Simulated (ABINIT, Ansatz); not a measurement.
# InH (P6_3/mmc): zone-centre phonons

Aim: the zone-centre modes of InH (P6_3/mmc).

Program: ABINIT 10.8.3. Level of theory: DFT LDA, scalar-relativistic, plane waves, HGH norm-conserving pseudopotentials. Results are calculated unless marked as measured.

The structure was built from a prototype and need not be the compound's stable phase.

## Step 1: Starting point

It takes space group P6_3/mmc (No. 194, hexagonal). The conventional cell has a = 3.698 Å, b = 3.698 Å, c = 5.388 Å, α = 90.00°, β = 90.00°, γ = 120.00°. Nearest to In lie 3 H at 2.13 Å. H has 3 In at 2.13 Å nearest. Farther neighbours are not listed.

Coordinates:

```cif
data_structure
_symmetry_space_group_name_H-M 'P6_3/mmc'
_symmetry_Int_Tables_number 194
_cell_length_a 3.6977
_cell_length_b 3.6977
_cell_length_c 5.3878
_cell_angle_alpha 90.000
_cell_angle_beta 90.000
_cell_angle_gamma 120.000
_cell_volume 63.80
loop_
_atom_site_label
_atom_site_type_symbol
_atom_site_symmetry_multiplicity
_atom_site_Wyckoff_symbol
_atom_site_fract_x
_atom_site_fract_y
_atom_site_fract_z
_atom_site_occupancy
In1 In 2 c 0.33333 0.66667 0.25000 1
H1 H 2 d 0.66667 0.33333 0.25000 1
```

## Step 2: Relaxation

The harmonic expansion needs vanishing forces, and a free crystal bears no stress, so cell and atoms are brought to rest. Stress is more sensitive to the basis than forces are: the last 3 Ha under the cutoff are smoothed with ecutsm, and the cutoff is raised above that of the later runs.

The starting cell comes from a relaxation made beforehand in Ansatz (LDA, PseudoDojo NC).

relax.abi

```
# relaxation
ionmov 2
optcell 2
dilatmx 1.08
ntime 40
tolmxf 1.0d-05
tolvrs 1.0d-14
prtwf 0
prtden 0
chksymtnons 0

# basis, mesh and filling
ecut 43.0
ecutsm 3.0
ixc 7
ngkpt 9 9 6
nshiftk 1
shiftk 0.0 0.0 0.0
istwfk *1
occopt 7
tsmear 0.01
nband 9
nstep 100
diemac 1000000.0
prtebands 0
prtgsr 0

# cell and atoms
acell 6.987724667 6.987724667 10.18144177
rprim 
    1.0 6.70954e-07 0.0
    -0.5000005811 0.8660250683 0.0
    0.0 0.0 1.0
ntypat 2
znucl 49 1
natom 4
typat 1 1 2 2
xred 
    1/3 2/3 0.25
    2/3 1/3 0.75
    2/3 1/3 0.25
    1/3 2/3 0.75
pp_dirpath "./pseudo"
pseudos "In.hgh, H.hgh"
```

Started as:

```bash
$ OMP_NUM_THREADS=1 mpirun -n 4 abinit relax.abi > relax.log
```

Numbers of over 12 decimals in the logs are rounded to 6 here.

relax.abo, the main output file:

```text
[banners, grids, parts of the stress and lines that vanish by symmetry left out]
- input  file    -> relax.abi
- output file    -> relax.abo
- root for input  files -> relaxi
[...]
Symmetries : space group P6_3/m m c (#194); Bravais hP (primitive hexag.)
[...]
mpw =        7329          nfft =      165888          nkpt =          48
[...]
== DATASET  1 ==================================================================
[...]
cutoff_energies: {ecut:  43.0, pawecutdg:  -1.0, }
[...]
Exchange-correlation functional for the present dataset will be:
  LDA: Perdew-Wang 92 LSD fit to Ceperley-Alder data - ixc=7
[...]
ETOT  1  -5.188112    -5.188E+00 1.244E-02 5.851E+01
 ETOT  2  -5.193868    -5.756E-03 1.487E-04 4.123E+00
 ETOT  3  -5.193959    -9.084E-05 5.142E-04 1.183E-01
 ETOT  4  -5.193964    -5.084E-06 3.763E-04 9.927E-04
 ETOT  5  -5.193964    -3.389E-08 3.826E-04 1.601E-05
[...]
At SCF step   10       vres2   =  7.13E-16 < tolvrs=  1.00E-14 =>converged.
[...]
sigma(1 1)=  6.90955568E-05  sigma(3 2)=  0.00000000E+00
  sigma(2 2)=  6.90955568E-05  sigma(3 1)=  0.00000000E+00
  sigma(3 3)= -9.97118314E-06  sigma(2 1)=  6.62182814E-14
[...]
convergence: {deltae:  9.059E-14, res2:  7.125E-16, residm:  2.117E-06, diffor: null, }
etotal    :  -5.19396433E+00
[...]
ETOT  1  -5.194080    -5.194E+00 1.375E-01 4.971E-02
[...]
At SCF step    8       vres2   =  1.68E-15 < tolvrs=  1.00E-14 =>converged.
[...]
sigma(1 1)=  6.47044389E-05  sigma(3 2)=  0.00000000E+00
  sigma(2 2)=  6.47044390E-05  sigma(3 1)=  0.00000000E+00
  sigma(3 3)= -1.42080278E-05  sigma(2 1)=  6.65210509E-14
[...]
convergence: {deltae: -5.684E-14, res2:  1.679E-15, residm:  1.771E-08, diffor: null, }
etotal    :  -5.19408521E+00
[...]
ETOT  1  -5.193651    -5.194E+00 1.991E+04 1.195E+01
[...]
At SCF step    9       vres2   =  1.47E-15 < tolvrs=  1.00E-14 =>converged.
[...]
sigma(1 1)= -3.24717819E-05  sigma(3 2)=  0.00000000E+00
  sigma(2 2)= -3.24717818E-05  sigma(3 1)=  0.00000000E+00
  sigma(3 3)= -7.19771964E-05  sigma(2 1)=  7.03868521E-14
[...]
convergence: {deltae: -1.368E-13, res2:  1.468E-15, residm:  7.980E-11, diffor: null, }
etotal    :  -5.19481131E+00
[...]
ETOT  1  -5.194830    -5.195E+00 5.925E-06 8.940E-01
[...]
At SCF step    9       vres2   =  2.37E-16 < tolvrs=  1.00E-14 =>converged.
[...]
sigma(1 1)= -1.19384449E-06  sigma(3 2)=  0.00000000E+00
  sigma(2 2)= -1.19384446E-06  sigma(3 1)=  0.00000000E+00
  sigma(3 3)= -5.66545276E-05  sigma(2 1)=  6.94191756E-14
[...]
convergence: {deltae:  6.306E-14, res2:  2.375E-16, residm:  2.013E-11, diffor: null, }
etotal    :  -5.19491813E+00
[...]
ETOT  1  -5.194966    -5.195E+00 2.914E-02 5.406E-03
[...]
At SCF step    8       vres2   =  3.45E-16 < tolvrs=  1.00E-14 =>converged.
[...]
sigma(1 1)= -4.74048709E-07  sigma(3 2)=  0.00000000E+00
  sigma(2 2)= -4.74048681E-07  sigma(3 1)=  0.00000000E+00
[...]
convergence: {deltae: -6.661E-14, res2:  3.451E-16, residm:  1.134E-11, diffor: null, }
etotal    :  -5.19496667E+00
[...]
ETOT  1  -5.195290    -5.195E+00 3.722E+01 1.584E+00
[...]
At SCF step    9       vres2   =  1.89E-15 < tolvrs=  1.00E-14 =>converged.
[...]
convergence: {deltae:  2.665E-15, res2:  1.895E-15, residm:  6.917E-06, diffor: null, }
etotal    :  -5.19537871E+00
[...]
ETOT  1  -5.195380    -5.195E+00 9.355E-03 3.928E-02
[...]
At SCF step    8       vres2   =  1.78E-15 < tolvrs=  1.00E-14 =>converged.
[...]
sigma(2 2)=  2.71691464E-08  sigma(3 1)=  0.00000000E+00
  sigma(3 3)= -1.20512503E-07  sigma(2 1)=  6.61315444E-14
[...]
convergence: {deltae:  4.174E-14, res2:  1.780E-15, residm:  2.703E-12, diffor: null, }
etotal    :  -5.19538358E+00
[...]
ETOT  1  -5.195384    -5.195E+00 9.253E-08 8.428E-06
[...]
ETOT  6  -5.195384    -1.510E-14 1.531E-13 3.392E-14
 ETOT  7  -5.195384     7.550E-14 1.528E-14 2.302E-16
 At SCF step    7       vres2   =  2.30E-16 < tolvrs=  1.00E-14 =>converged.
[...]
sigma(1 1)= -6.43216373E-09  sigma(3 2)=  0.00000000E+00
  sigma(2 2)= -6.43213699E-09  sigma(3 1)=  0.00000000E+00
  sigma(3 3)= -1.02341134E-08  sigma(2 1)=  6.61250525E-14
[...]
convergence: {deltae:  7.550E-14, res2:  2.302E-16, residm:  1.528E-14, diffor: null, }
etotal    :  -5.19538359E+00
[...]
At Broyd/MD step   8, gradients are converged :
[...]
sigma(1 1)= -6.43216373E-09  sigma(3 2)=  0.00000000E+00
  sigma(2 2)= -6.43213699E-09  sigma(3 1)=  0.00000000E+00
  sigma(3 3)= -1.02341134E-08  sigma(2 1)=  6.61250525E-14
[...]
- sigma(1 1)= -1.89240790E-04  sigma(3 2)=  0.00000000E+00
- sigma(2 2)= -1.89240004E-04  sigma(3 1)=  0.00000000E+00
- sigma(3 3)= -3.01098013E-04  sigma(2 1)=  1.94546621E-09
[...]
fcart      1.9948805046E-28  2.8793661179E-28 -0.0000000000E+00
           strten     -6.4321637285E-09 -6.4321369895E-09 -1.0234113442E-08
================================================================================

[key lines of the parts left out:]
pressure_GPa:   2.2653E-04
Total energy (etotal) [Ha]= -5.19538358756570E+00
```

It took 2.4 min on 4 MPI ranks of Arm Neoverse V1, shared host.

Step by step:

| step | energy less that of the first step (eV) | largest force (eV/Å) | volume (Å³) |
| --- | --- | --- | --- |
| 1 | 0.0000 | 0.0000 | 63.80 |
| 2 | -0.0033 | 0.0000 | 63.55 |
| 3 | -0.0230 | 0.0000 | 59.91 |
| 4 | -0.0260 | 0.0000 | 60.89 |
| 5 | -0.0273 | 0.0000 | 60.98 |
| 6 | -0.0385 | 0.0000 | 62.24 |
| 7 | -0.0386 | 0.0000 | 62.41 |
| 8 | -0.0386 | 0.0000 | 62.41 |

| conventional cell, symmetrised | before | after | change |
| --- | --- | --- | --- |
| a (Å) | 3.698 | 3.571 | -3.4 % |
| b (Å) | 3.698 | 3.571 | -3.4 % |
| c (Å) | 5.388 | 5.650 | +4.9 % |
| volume (Å³/atom) | 15.95 | 15.60 | -2.2 % |

The relaxed structure:

```cif
data_structure
_symmetry_space_group_name_H-M 'P 1'
_symmetry_Int_Tables_number 1
_cell_length_a 3.5714
_cell_length_b 3.5714
_cell_length_c 5.6504
_cell_angle_alpha 90.000
_cell_angle_beta 90.000
_cell_angle_gamma 120.000
_cell_volume 62.41
loop_
_atom_site_label
_atom_site_type_symbol
_atom_site_fract_x
_atom_site_fract_y
_atom_site_fract_z
_atom_site_occupancy
In1 In 0.33333 0.66667 0.25000 1
In2 In 0.66667 0.33333 0.75000 1
H3 H 0.66667 0.33333 0.25000 1
H4 H 0.33333 0.66667 0.75000 1
```

Read from the output:

```
volume per atom   : 15.60 Å³
pressure          : 2.27e-4 GPa
gap on the k-mesh : 0 eV
```

The volume changes by -2.2 % from the cell with which this run began.

## Step 3: Self-consistent run for the response

First-order wavefunctions inherit every error of the ground state, hence the very tight tolvrs. Occupations are smeared.

gs.abi

```
# ground state
tolvrs 1.0d-16
prtden 1
prtwf 1

# basis, mesh and filling
ecut 35.0
ixc 7
ngkpt 9 9 6
nshiftk 1
shiftk 0.0 0.0 0.0
istwfk *1
occopt 7
tsmear 0.01
nband 9
nstep 100
diemac 1000000.0
prtebands 0
prtgsr 0

# cell and atoms
acell 6.748881974 6.748881974 10.67769197
rprim 
    1.0 6.70974e-07 0.0
    -0.5000005811 0.8660250683 0.0
    0.0 0.0 1.0
ntypat 2
znucl 49 1
natom 4
typat 1 1 2 2
xred 
    1/3 2/3 0.25
    2/3 1/3 0.75
    2/3 1/3 0.25
    1/3 2/3 0.75
pp_dirpath "./pseudo"
pseudos "In.hgh, H.hgh"
```

Started as:

```bash
$ OMP_NUM_THREADS=1 mpirun -n 4 abinit gs.abi > gs.log
```

gs.abo, the main output file:

```text
[banners, grids, parts of the stress and lines that vanish by symmetry left out]
- input  file    -> gs.abi
- output file    -> gs.abo
- root for input  files -> gsi
[...]
Symmetries : space group P6_3/m m c (#194); Bravais hP (primitive hexag.)
[...]
mpw =        4203          nfft =       77760          nkpt =          48
[...]
== DATASET  1 ==================================================================
[...]
cutoff_energies: {ecut:  35.0, pawecutdg:  -1.0, }
[...]
Exchange-correlation functional for the present dataset will be:
  LDA: Perdew-Wang 92 LSD fit to Ceperley-Alder data - ixc=7
[...]
ETOT  1  -5.188799    -5.189E+00 9.460E-03 2.664E+01
 ETOT  2  -5.194356    -5.557E-03 5.922E-04 1.636E+00
 ETOT  3  -5.194421    -6.506E-05 1.541E-04 5.291E-02
 ETOT  4  -5.194426    -4.969E-06 4.415E-05 1.971E-03
 ETOT  5  -5.194426    -2.435E-07 3.265E-05 3.879E-05
[...]
ETOT 10  -5.194426    -4.441E-15 2.739E-06 2.632E-16
 ETOT 11  -5.194426    -1.865E-14 4.525E-06 5.096E-18
 At SCF step   11       vres2   =  5.10E-18 < tolvrs=  1.00E-16 =>converged.
[...]
sigma(1 1)=  9.48931385E-06  sigma(3 2)=  0.00000000E+00
  sigma(2 2)=  9.48931384E-06  sigma(3 1)=  0.00000000E+00
  sigma(3 3)=  1.03910843E-05  sigma(2 1)=  3.52081042E-14
[...]
convergence: {deltae: -1.865E-14, res2:  5.096E-18, residm:  4.525E-06, diffor: null, }
etotal    :  -5.19442620E+00
[...]
sigma(1 1)=  9.48931385E-06  sigma(3 2)=  0.00000000E+00
  sigma(2 2)=  9.48931384E-06  sigma(3 1)=  0.00000000E+00
  sigma(3 3)=  1.03910843E-05  sigma(2 1)=  3.52081042E-14
[...]
- sigma(1 1)=  2.79185252E-01  sigma(3 2)=  0.00000000E+00
- sigma(2 2)=  2.79185252E-01  sigma(3 1)=  0.00000000E+00
- sigma(3 3)=  3.05716254E-01  sigma(2 1)=  1.03585819E-09
[...]
fcart     -1.4961631797E-29  2.0155543415E-29 -0.0000000000E+00
           strten      9.4893138457E-06  9.4893138364E-06  1.0391084268E-05
================================================================================

[key lines of the parts left out:]
pressure_GPa:  -2.8803E-01
```

Wall time 13 s (4 MPI ranks).

Read from the output:

```yaml
pressure: -0.2880 GPa
```

The cell stands at -0.29 GPa: the relaxation ran with a smoothed and higher cutoff, and the difference is a stress of the finite basis.

(Part 1 of 4 ends here.)

[Host names and launcher messages were left out of these logs when they were recorded.]

[Logs are printed without paths, hosts, clocks, repeated set-up lines and the standing remarks that a program may print on its own settings, such as how far it seeks lower states.]

[Hosts, paths, dates, database ids (printed as entryN), source tags and the programs' standing remarks are cut or masked in the printed files.]
